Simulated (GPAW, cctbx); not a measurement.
# By hand: from a DFT structure factor to an extinction distance in Zn2CuO3

Zn2CuO3, Immm (no. 71), a = 2.9503 Å, b = 3.7801 Å, c = 11.3360 Å, α = 90.00°, β = 90.00°, γ = 90.00°.

```csv
atom,mult.,x,y,z
Zn1,4,0,1/2,0.3447
Cu1,2,0,1/2,0
O1,2,0,0,0
O2,4,0,1/2,0.1699
```

The start was made by putting kin elements into a known structure type; the compound need not exist, or be stable, in this form.

A DFT run (GPAW, PBE, 550 eV, 7×7×7 k-points, Fermi–Dirac width 0.05 eV) gives the static X-ray structure factor of 101 as 16.832 e for the conventional cell; superposed free atoms give 15.903 e. **Problem.** Find the Fourier component V of the crystal potential and the two-beam extinction distance at 300 kV in both cases, then the holographic phase shift per nanometre.

## Step 1: Geometry

The cell volume is Ω = 126.42 Å³ and d(101) = 2.8552 Å, so g = 1/d = 0.3502 Å⁻¹.

## Step 2: The nuclei

Electrons feel nuclei as well as electrons, so the nuclear charges are summed with the same phases.

Phase sums Σ exp(2πi h·x), turned so that the total is real and positive: Zn -2.241, Cu +2.000, O +3.930. Then F_Z = 30 × (-2.241) + 29 × (+2.000) + 8 × (+3.930) = 22.21 e. The electron term has the same sign for this reflection.

## Step 3: Mott–Bethe

Poisson's equation, term by term, gives V = (e/4πε₀)(F_Z − F)/(πΩg²), with e/4πε₀ = 14.3996 V Å.

The prefactor is 14.3996 × 2.8552²/(π × 126.42) = 0.29556 V per electron. Free atoms: (22.21 − 15.903) × 0.29556 = 1.863 V. Crystal: (22.21 − 16.832) × 0.29556 = 1.588 V. F changes by +5.84 % and V by -14.7 %: the same 0.93 e is measured against F_Z − F = 6.3 e in place of F = 15.9 e.

## Step 4: Extinction distance

In the two-beam case ξ = 1/(λU) with U = 2γm₀eV/h², that is ξ = 150.41 V Å²/(γλV).

At 300 kV, λ = 0.01969 Å and γ = 1.5871. Free atoms: ξ = 2584 Å. Crystal: ξ = 3031 Å. The thickness fringes go as sin²(πt/ξ), so the two patterns slip by a quarter of a period when t|1/ξ₁ − 1/ξ₀| = 1/4, at t ≈ 438 nm. Thermal motion, absorption and many-beam coupling, left out here, change a real pattern.

## Step 5: Phase shift

A slab run (normal [001], unrelaxed) gives a mean inner potential of 16.65 V; free atoms give 17.78 V. The phase shift is φ = C_E V₀ t, with C_E = (2π/λE)(E + m₀c²)/(E + 2m₀c²).

C_E = 6.526 × 10⁻³ rad/(V nm). The shift is 0.1086 rad/nm in the crystal and 0.1160 rad/nm for free atoms. A sample 50 nm thick gives φ = 5.43 rad; read with the free-atom value it would seem 46.8 nm thick.

## Step 6: Answer

V(101) is 1.59 V against 1.86 V, and ξ is 3031 against 2584 Å. The phase shift is 0.109 rad/nm, and free atoms would misjudge a thickness by -6 %. Limits: static atoms, two beams; no Hubbard U on Cu.

[Outputs are excerpts: Python notices, other lines and further rows are left out; steps that failed or that the build refused (PBEsol, TPSS) are not shown.]

[Logs are printed without paths, hosts, clocks, repeated set-up lines and the standing remarks that a program may print on its own settings, such as how far it seeks lower states.]
